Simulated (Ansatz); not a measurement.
# ScTeN3 (model cell, started as cubic perovskite with Te in the octahedra): a soft mode frozen in, part 2 of 3

Which phase does ScTeN3 (model cell, started as cubic perovskite with Te in the octahedra) fall into along its unstable mode, and how much energy does it gain?

Ansatz 0.2.0; DFT PBEsol, scalar-relativistic, plane waves, PAW; PAW set soft_1.

So far, highest frequency on the path or at a solved wavevector (cm⁻¹): step 2 (the dispersion) 985. Also lowest frequency on the path (cm⁻¹): step 2 -463.

The structure was built from a prototype and need not be the compound's stable phase.

## 4. The mode frozen in, largest atomic shift 0.6 Å

The atoms are moved along the unstable eigenvector, the largest shift by 0.6 Å, with the cell fixed.

File input.yaml:

```yaml
crystal:
  lattice:
    - [3.9131533689, 3.9131533689, 0.0]
    - [3.9131533689, 0.0, 3.9131533689]
    - [3.9131533689, 0.0, -3.9131533689]
  atoms:
    - { symbol: Sc, position: [0.0, 0.0, 0.0] }
    - { symbol: Sc, position: [0.0, 0.5, 0.5] }
    - { symbol: Te, position: [0.5, 0.25, 0.75] }
    - { symbol: Te, position: [0.5, 0.75, 0.25] }
    - { symbol: "N", position: [0.391580005, 0.608419995, 0.608419995] }
    - { symbol: "N", position: [0.608419995, -0.108419995, -0.108419995] }
    - { symbol: "N", position: [0.0, 0.0542099975, 0.4457900025] }
    - { symbol: "N", position: [0.0, 0.4457900025, 0.0542099975] }
    - { symbol: "N", position: [0.5, 0.4457900025, 0.0542099975] }
    - { symbol: "N", position: [0.5, 0.0542099975, 0.4457900025] }
kpoints:
  mp_grid: { grid: [10, 10, 10] }
hamiltonian:
  xc: pbesol
  pseudopotentials: { kind: paw, azcp: { folder: soft_1 }, xc_functional: pbe }
scf:
  occupations: { method: methfessel_paxton, width: 0.2 }
output:
  forces: true
  stress: true
  eigenvalues: true
```

Started as:

```
$ ansatz run input.yaml --threads 8 --pin off --max-ram 16384MiB --backend cpu --events-out ev --progress --plain --runs-dir out
```

Numbers of over 12 decimals in the logs are rounded to 6 here.

Output:

```text
[...]
Crystal: 10 atoms, lattice volume = 119.842 Å³
Basis set: ecut = 420 eV, 2397 PW (Γ), exchange–correlation on 80×80×80 points (8 copies of the dense FFT grid, shifted against one another)
Bands: 52, of which v1, the nominal top of the filled ones, is band 42 counted from 1 (41 counted from 0)
Symmetry: 8 space group operations
[...]
k-points: 171 of 1000
[...]
k-point 0: bands = [... 38 lower, 11.5019, 11.6691, 11.8574, 12.4049, 12.5786, 14.5364, 14.8326, 15.1015, ... 6 higher]
  k-point 1: bands = [... 38 lower, 11.5888, 11.5968, 11.9338, 12.4026, 12.6299, 14.5461, 14.8835, 15.0066, ... 6 higher]
  k-point 2: bands = [... 38 lower, 11.5432, 11.7041, 12.0037, 12.3488, 12.7283, 14.5943, 15.0379, 15.0839, ... 6 higher]
  k-point 170: bands = [... 38 lower, 10.8677, 11.0107, 11.4702, 11.7590, 14.8713, 15.0700, 15.1026, 15.1726, ... 6 higher]
[key lines of the parts left out:]
SCF converged after 8 iterations
Free energy (F): -20295.653080 eV
Fermi energy:    12.613459 eV
P = ⅓ Tr σ = -6.4301 GPa (-64.301 kbar)
```

Elapsed: 11 s, on 8 threads of AMD EPYC 7R32 (Zen 2), shared host; peak memory 1.2 GiB.

Numbers from this step:

```
pressure                         : -6.430 GPa
energy from the undistorted cell : -379.4 meV/atom
```

The energy, extrapolated to zero smearing, is -379.42 meV/atom against the undistorted cell.

The run ends at a pressure of -6.43 GPa, with forces up to 1.6 eV/Å.

## 5. Energy along the mode, all amplitudes (two of the runs are shown above)

An imaginary frequency means negative curvature, so the energy should fall and then rise again as anharmonic terms take over.

Numbers from this step:

```
depth at the lowest point sampled  : 379.4 meV/atom
largest atomic shift at that point : 0.6 Å
```

The energy from the parent by largest atomic shift:

```csv
largest atomic shift (Å),energy from the parent (meV/atom)
0.000,0
0.040,-3.44
0.080,-13.4
0.140,-38.8
0.220,-88.4
0.320,-167
0.450,-276
0.600,-379
```

Displacement at unit largest shift by atom:

```csv
atom,x (Å),y (Å),z (Å),size
Sc1,0.000,0.000,0.000,0.000
Sc2,0.000,0.000,0.000,0.000
Te3,0.000,0.000,0.000,0.000
Te4,0.000,0.000,0.000,0.000
N5,0.707,-0.707,0.000,1.000
N6,-0.707,0.707,0.000,1.000
N7,0.000,0.000,0.707,0.707
N8,0.000,0.000,-0.707,0.707
N9,0.000,0.000,-0.707,0.707
N10,0.000,0.000,0.707,0.707
```

The lowest of the steps tried is the last one, at 0.6 Å, 379 meV/atom below the parent; the bottom of the well need not coincide with a step.

## 6. Relaxation from the frozen mode

Starting from the lowest point found, all atoms and the cell are let go, so that strain and other modes of the same symmetry can join in.

Edit input.yaml of step 4 so:

```diff
@@ -27 +27,6 @@
   eigenvalues: true
+relax:
+  adjacent_minimum: "off"
+  f_tol: 0.002
+  max_steps: 120
+  cell: { stress_tol: 0.03 }
```

Output:

```text
[...]
Crystal: 10 atoms, lattice volume = 119.842 Å³
Basis set: ecut = 420 eV, 2397 PW (Γ), exchange–correlation on 80×80×80 points (8 copies of the dense FFT grid, shifted against one another)
Bands: 52, of which v1, the nominal top of the filled ones, is band 42 counted from 1 (41 counted from 0)
Symmetry: 8 space group operations
[...]
k-points: 171 of 1000
[...]
SCF iter   1: F=—  HF=-20299.969311 eV  |F-HF|=—  |Δ(HF+E_count)|=         —  Δρ=9.30e-2  dr2=1.34e1  ethr=3.10e-3  ⟨swp⟩=6.0  Hψ=34552  notcnv=0
[...]
SCF iter   8: F=-20295.653080 eV  HF=-20295.653081 eV  |F-HF|=4.11e-8  |Δ(HF+E_count)|=   1.17e-7  S|Δr|=    0.00e0  Δρ=8.24e-6  dr2=9.47e-8  ethr=1.19e-10  ⟨swp⟩=13.9  Hψ=48036  notcnv=0
SCF 1 converged in 8 iterations: F = -20295.653080 eV  dr2 = 9.47e-8
[...]
relax step   1: F+E_penalty+E_count = -20295.65308048 eV  Δ(F+E_penalty+E_count) = +0.000e0 eV  max|allowed force component| = 1.585e0 eV/Å  Δτ_max = 0.0000 Å  P = -6.430 GPa  Ω = 119.842 Å³  (8 SCF iters, dr2 threshold 1.00e-7 eV, accepted)
Crystal: 10 atoms, lattice volume = 112.487 Å³
Basis set: ecut = 420 eV, 2177 PW (Γ), exchange–correlation on 80×80×80 points (8 copies of the dense FFT grid, shifted against one another)
[...]
SCF iter   7: F=-20296.935972 eV  HF=-20296.935972 eV  |F-HF|=4.02e-8  |Δ(HF+E_count)|=   1.56e-7  S|Δr|=    0.00e0  Δρ=9.25e-6  dr2=1.48e-7  ethr=1.19e-9  ⟨swp⟩=11.8  Hψ=43443  notcnv=0
SCF 2 converged in 7 iterations: F = -20296.935972 eV  dr2 = 1.48e-7
[...]
relax step   2: F+E_penalty+E_count = -20296.93597191 eV  Δ(F+E_penalty+E_count) = -1.283e0 eV  max|allowed force component| = 1.253e-1 eV/Å  Δτ_max = 0.1994 Å  P = +6.809 GPa  Ω = 112.487 Å³  energy of the carried Pulay correction = +1.516e-2 eV  (7 SCF iters, dr2 threshold 1.00e-6 eV, accepted)
Crystal: 10 atoms, lattice volume = 116.683 Å³
Basis set: ecut = 420 eV, 2265 PW (Γ), exchange–correlation on 80×80×80 points (8 copies of the dense FFT grid, shifted against one another)
[...]
SCF iter   7: F=-20297.044072 eV  HF=-20297.044072 eV  |F-HF|=1.11e-8  |Δ(HF+E_count)|=   6.30e-7  S|Δr|=    0.00e0  Δρ=9.86e-6  dr2=7.77e-8  ethr=1.19e-9  ⟨swp⟩=8.4  Hψ=40928  notcnv=0
SCF 3 converged in 7 iterations: F = -20297.044072 eV  dr2 = 7.77e-8
relax step   3: F+E_penalty+E_count = -20297.04407171 eV  Δ(F+E_penalty+E_count) = -1.081e-1 eV  max|allowed force component| = 1.752e-1 eV/Å  Δτ_max = 0.0304 Å  P = +0.253 GPa  Ω = 116.683 Å³  energy of the carried Pulay correction = +6.397e-3 eV  (7 SCF iters, dr2 threshold 1.00e-6 eV, accepted)
[... from here on, the SCF cycles and remarks between the steps are left out ...]
relax step   4: F+E_penalty+E_count = -20297.04969286 eV  Δ(F+E_penalty+E_count) = -5.621e-3 eV  max|allowed force component| = 3.051e-2 eV/Å  Δτ_max = 0.0193 Å  P = -0.157 GPa  Ω = 116.912 Å³  energy of the carried Pulay correction = +5.929e-3 eV  (6 SCF iters, dr2 threshold 1.00e-6 eV, accepted)
relax step   5: F+E_penalty+E_count = -20297.05272948 eV  Δ(F+E_penalty+E_count) = -3.037e-3 eV  max|allowed force component| = 1.116e-2 eV/Å  Δτ_max = 0.0027 Å  P = +0.020 GPa  Ω = 116.842 Å³  energy of the carried Pulay correction = +6.072e-3 eV  (5 SCF iters, dr2 threshold 1.00e-6 eV, accepted)
relax step   6: F+E_penalty+E_count = -20297.05275247 eV  Δ(F+E_penalty+E_count) = -2.299e-5 eV  max|allowed force component| = 4.353e-3 eV/Å  Δτ_max = 0.0013 Å  P = -0.011 GPa  Ω = 116.853 Å³  energy of the carried Pulay correction = +6.049e-3 eV  (5 SCF iters, dr2 threshold 2.09e-8 eV, accepted)
relax step   7: F+E_penalty+E_count = -20297.05272226 eV  Δ(F+E_penalty+E_count) = +3.020e-5 eV  max|allowed force component| = 2.742e-3 eV/Å  Δτ_max = 0.0006 Å  P = -0.014 GPa  Ω = 116.869 Å³  energy of the carried Pulay correction = +6.015e-3 eV  (6 SCF iters, dr2 threshold 1.18e-9 eV, accepted)
relax step   8: F+E_penalty+E_count = -20297.05275438 eV  Δ(F+E_penalty+E_count) = -3.211e-5 eV  max|allowed force component| = 6.387e-4 eV/Å  Δτ_max = 0.0003 Å  P = +0.001 GPa  Ω = 116.855 Å³  energy of the carried Pulay correction = +6.044e-3 eV  (6 SCF iters, dr2 threshold 4.70e-10 eV, accepted)
relax step   9: F+E_penalty+E_count = -20297.04823986 eV  Δ(F+E_penalty+E_count) = +4.515e-3 eV  max|allowed force component| = 6.340e-4 eV/Å  Δτ_max = 0.0000 Å  P = -0.078 GPa  Ω = 116.855 Å³  stress off target by 1.29e-1 GPa  SCF on the basis re-selected at this cell (its energy is not comparable with the rows above)  (7 SCF iters)
relax step  10: F+E_penalty+E_count = -20297.04838866 eV  Δ(F+E_penalty+E_count) = -1.488e-4 eV  max|allowed force component| = 1.308e-3 eV/Å  Δτ_max = 0.0003 Å  P = +0.038 GPa  Ω = 116.787 Å³  energy of the carried Pulay correction = +1.323e-4 eV  (5 SCF iters, dr2 threshold 4.15e-8 eV, accepted)
relax step  11: F+E_penalty+E_count = -20297.04829110 eV  Δ(F+E_penalty+E_count) = +9.756e-5 eV  max|allowed force component| = 1.276e-2 eV/Å  Δτ_max = 0.0017 Å  P = -0.033 GPa  Ω = 116.812 Å³  energy of the carried Pulay correction = +8.384e-5 eV  (6 SCF iters, dr2 threshold 5.34e-9 eV, rejected (line search))
relax step  12: F+E_penalty+E_count = -20297.04834880 eV  Δ(F+E_penalty+E_count) = +3.986e-5 eV  max|allowed force component| = 4.833e-5 eV/Å  Δτ_max = 0.0001 Å  P = +0.000 GPa  Ω = 116.810 Å³  energy of the carried Pulay correction = +8.888e-5 eV  (8 SCF iters, accepted)
[...]
SCF iter   4: F=-20297.048283 eV  HF=-20297.048283 eV  |F-HF|=1.46e-11  |Δ(HF+E_count)|=  5.97e-10  S|Δr|=    0.00e0  Δρ=1.04e-7  dr2=1.16e-11  ethr=1.00e-12  ⟨swp⟩=7.6  Hψ=34640  notcnv=0
SCF 13 converged in 4 iterations: F = -20297.048283 eV  dr2 = 1.16e-11
relax step  13: F+E_penalty+E_count = -20297.04828309 eV  Δ(F+E_penalty+E_count) = +6.572e-5 eV  max|allowed force component| = 5.077e-5 eV/Å  Δτ_max = 0.0000 Å  P = -0.001 GPa  Ω = 116.810 Å³  stress off target by 1.49e-3 GPa  SCF on the basis re-selected at this cell (its energy is not comparable with the rows above)  (4 SCF iters)
[...]
SCF converged after 4 iterations
[...]
Free energy (F): -20297.048283 eV
[...]
Internal energy: -20297.053557 eV  (E = F + TS)
E sigma→0 (E₀):  -20297.049601 eV
Entropy (-TS):   0.005273 eV (0.527 meV/atom)
Fermi energy:    13.098879 eV
Step filling:    the computed levels leave a gap of 0.2033 eV = 1.0 smearing widths at the electron count; against every level under it full and every level over it empty, smearing changes F+E_penalty+E_count by +1.670 meV and its σ→0 estimate by +0.352 meV
[...]
--- Forces (eV/Å), atoms counted from 1 ---
  atom   1  Sc     0.00005077    -0.00005077     0.00000000
  atom   2  Sc    -0.00005077     0.00005077     0.00000000
  atom   3  Te    -0.00000000    -0.00000000     0.00000000
  atom   4  Te    -0.00000000     0.00000000     0.00000000
  atom   5  N     -0.00000675     0.00000675     0.00000000
  atom   6  N      0.00000675    -0.00000675     0.00000000
  atom   7  N      0.00000000     0.00000000    -0.00001343
  atom   8  N     -0.00000000     0.00000000     0.00001343
  atom   9  N      0.00000000    -0.00000000     0.00001343
  atom  10  N      0.00000000     0.00000000    -0.00001343
  max |Σ_I F_I| component: 0.00e0 eV/Å
--- Stress (GPa, compression-positive) ---
       -0.000825       0.000668       0.000000
        0.000668      -0.000825       0.000000
        0.000000       0.000000       0.000098
  P = ⅓ Tr σ = -0.0005 GPa (-0.005 kbar)
--- Band table (eV; the first three rows and the last of 171) ---
  k-point 0: bands = [... 38 lower, 11.6137, 11.8869, 11.9167, 12.9733, 13.1983, 15.7566, 15.8647, 16.0439, ... 6 higher]
  k-point 1: bands = [... 38 lower, 11.6298, 11.7961, 11.9069, 12.9719, 13.2280, 15.6762, 15.7858, 16.0341, ... 6 higher]
  k-point 2: bands = [... 38 lower, 11.6468, 11.7306, 11.9248, 12.9257, 13.2968, 15.6443, 15.7681, 16.0557, ... 6 higher]
  k-point 170: bands = [... 38 lower, 11.5166, 11.5848, 11.8495, 11.9270, 15.1930, 15.2145, 15.9950, 16.1911, ... 6 higher]
--- Relaxed structure (11 steps of the walk, 10 accepted, 2 SCFs on fresh bases) ---
  F+E_penalty+E_count = -20297.04828309 eV   max|allowed force component| = 5.077e-5 eV/Å   (the final SCF, on the basis selected at the relaxed cell)
  cell:  # Å, volume = 116.8096 Å³
    - [3.868608, 3.868608, 0.0]
    - [3.844957, 0.023651, 3.950771]
    - [3.844957, 0.023651, -3.950771]
  atoms:
    - { symbol: Sc, position: [-0.038648, 0.038648, 0.038648] }
    - { symbol: Sc, position: [0.038648, 0.461352, 0.461352] }
    - { symbol: Te, position: [0.5, 0.25, 0.75] }
    - { symbol: Te, position: [0.5, 0.75, 0.25] }
    - { symbol: N, position: [0.366119, 0.633881, 0.633881] }
    - { symbol: N, position: [0.633881, -0.133881, -0.133881] }
    - { symbol: N, position: [0.0, 0.080565, 0.419435] }
    - { symbol: N, position: [0.0, 0.419435, 0.080565] }
    - { symbol: N, position: [0.500000, 0.419435, 0.080565] }
    - { symbol: N, position: [0.500000, 0.080565, 0.419435] }
```

Elapsed: 2.3 min, on 8 threads; peak memory 1.2 GiB.

The steps of the relaxation:

```csv
step,energy less that of the first step (eV),largest force component (eV/Å),pressure (GPa),volume (Å³)
1,0.0000,1.5847,-6.43,119.84
2,-1.2829,0.1253,6.81,112.49
3,-1.3910,0.1752,0.25,116.68
4,-1.3966,0.0305,-0.16,116.91
5,-1.3996,0.0112,0.02,116.84
6,-1.3997,0.0044,-0.01,116.85
7,-1.3996,0.0027,-0.01,116.87
8,-1.3997,0.0006,0.00,116.85
9*,-1.3952,0.0006,-0.08,116.85
10,-1.3953,0.0013,0.04,116.79
11,-1.3952,0.0128,-0.03,116.81
12,-1.3953,0.0000,0.00,116.81
13*,-1.3952,0.0001,0.00,116.81
```

Relaxation steps marked * repeat the geometry before them on a plane-wave basis chosen anew for their cell, so energy and pressure can jump there. Relaxation step 11 was tried and not accepted.

The run keeps the 8 symmetry operations that it works with, so distortions that break them were not tested.

```csv
"conventional cell, symmetrised",before,after,change
a (Å),5.534,5.471,-1.1 %
b (Å),7.826,7.902,+1.0 %
c (Å),5.534,5.404,-2.3 %
volume (Å³/atom),11.98,11.68,-2.5 %
```

The atoms that moved most (Å, as changes of fractional coordinates times the final cell):

```csv
atom,dx,dy,dz,length
Sc1,0.148,-0.148,0.000,0.209
Sc2,-0.148,0.148,0.000,0.209
N8,0.000,0.000,-0.208,0.208
N7,0.000,0.000,0.208,0.208
N10,0.000,0.000,0.208,0.208
N9,0.000,0.000,-0.208,0.208
N5,0.097,-0.097,0.000,0.138
N6,-0.097,0.097,0.000,0.138
```

Final coordinates:

```cif
data_structure
_symmetry_space_group_name_H-M 'P 1'
_symmetry_Int_Tables_number 1
_cell_length_a 5.4710
_cell_length_b 5.5130
_cell_length_c 5.5130
_cell_angle_alpha 91.554
_cell_angle_beta 60.251
_cell_angle_gamma 60.251
_cell_volume 116.81
loop_
_atom_site_label
_atom_site_type_symbol
_atom_site_fract_x
_atom_site_fract_y
_atom_site_fract_z
_atom_site_occupancy
Sc1 Sc 0.96135 0.03865 0.03865 1
Sc2 Sc 0.03865 0.46135 0.46135 1
Te3 Te 0.50000 0.25000 0.75000 1
Te4 Te 0.50000 0.75000 0.25000 1
N5 N 0.36612 0.63388 0.63388 1
N6 N 0.63388 0.86612 0.86612 1
N7 N 0.00000 0.08057 0.41943 1
N8 N 0.00000 0.41943 0.08057 1
N9 N 0.50000 0.41943 0.08057 1
N10 N 0.50000 0.08057 0.41943 1
```

Numbers from this step:

- pressure: -5.17e-4 GPa
- volume per atom: 11.68 Å³
- gap on the k-mesh: 0.2033 eV

The distorted start has space group Imma; the relaxation ends in Imma.

## 7. The new phase in its own primitive cell

The relaxed structure is symmetrised, reduced to its primitive cell and relaxed tightly, as its phonons need.

File input.yaml:

```yaml
crystal:
  lattice:
    - [-2.7355187967, 3.9507712505, 2.7020717236]
    - [2.7355187967, -3.9507712505, 2.7020717236]
    - [2.7355187967, 3.9507712505, -2.7020717236]
  atoms:
    - { symbol: Sc, position: [0.7113521191, 0.9613521191, 0.75] }
    - { symbol: Sc, position: [0.2886478809, 0.0386478809, 0.25] }
    - { symbol: Te, position: [0.0, 0.5, 0.5] }
    - { symbol: Te, position: [0.5, 0.5, 0.0] }
    - { symbol: "N", position: [0.1161190808, 0.3661190808, 0.75] }
    - { symbol: "N", position: [0.8838809192, 0.6338809192, 0.25] }
    - { symbol: "N", position: [0.3305653675, 0.5, 0.3305653675] }
    - { symbol: "N", position: [0.6694346325, 0.5, 0.6694346325] }
    - { symbol: "N", position: [0.6694346325, 0.0, 0.1694346325] }
    - { symbol: "N", position: [0.3305653675, 0.0, 0.8305653675] }
kpoints:
  mp_grid: { grid: [8, 8, 8] }
hamiltonian:
  xc: pbesol
  pseudopotentials: { kind: paw, azcp: { folder: soft_1 }, xc_functional: pbe }
scf:
  occupations: { method: methfessel_paxton, width: 0.2 }
output:
  forces: true
  stress: true
  eigenvalues: true
relax:
  adjacent_minimum: "off"
  f_tol: 0.001
  max_steps: 60
  cell: { stress_tol: 0.01 }
```

Output:

```text
[...]
Crystal: 10 atoms, lattice volume = 116.810 Å³
Basis set: ecut = 420 eV, 2285 PW (Γ), exchange–correlation on 80×80×80 points (8 copies of the dense FFT grid, shifted against one another)
Bands: 52, of which v1, the nominal top of the filled ones, is band 42 counted from 1 (41 counted from 0)
Symmetry: 8 space group operations
[...]
k-points: 95 of 512
[...]
- { symbol: Te, position: [0.0, 0.5, 0.5] }
    - { symbol: Te, position: [0.5, 0.5, 0.0] }
    - { symbol: N, position: [0.116119, 0.3661190808, 0.75] }
    - { symbol: N, position: [0.883881, 0.633881, 0.250000] }
    - { symbol: N, position: [0.3305653675, 0.500000, 0.3305653675] }
    - { symbol: N, position: [0.6694346325, 0.500000, 0.6694346325] }
    - { symbol: N, position: [0.6694346325, 0.0, 0.169435] }
    - { symbol: N, position: [0.330565, 5.551115123125783e-17, 0.8305653675] }
[key lines of the parts left out:]
SCF converged after 6 iterations
Free energy (F): -20297.048193 eV
Fermi energy:    13.110822 eV
P = ⅓ Tr σ = -0.0006 GPa (-0.006 kbar)
```

Wall time 15 s (8 threads); peak memory 0.94 GiB; 1.9 min of CPU time.

Little changed from the start: no atom moved by 0.005 Å and no cell edge by 0.1 %.

Numbers from this step:

```yaml
pressure: -6.44e-4 GPa
direct_gap_on_mesh: 0.2249 eV
```

The largest force component left is 0.26 meV/Å and the pressure is -0.001 GPa, within the tolerances set. The cell now holds 11.68 Å³/atom.

(Continued in part 3 of 3.)

[Logs are printed without paths, hosts, clocks, repeated set-up lines and the standing remarks that a program may print on its own settings, such as how far it seeks lower states.]

[Hosts, paths, dates, database ids (printed as entryN), source tags and the programs' standing remarks are cut or masked in the printed files.]
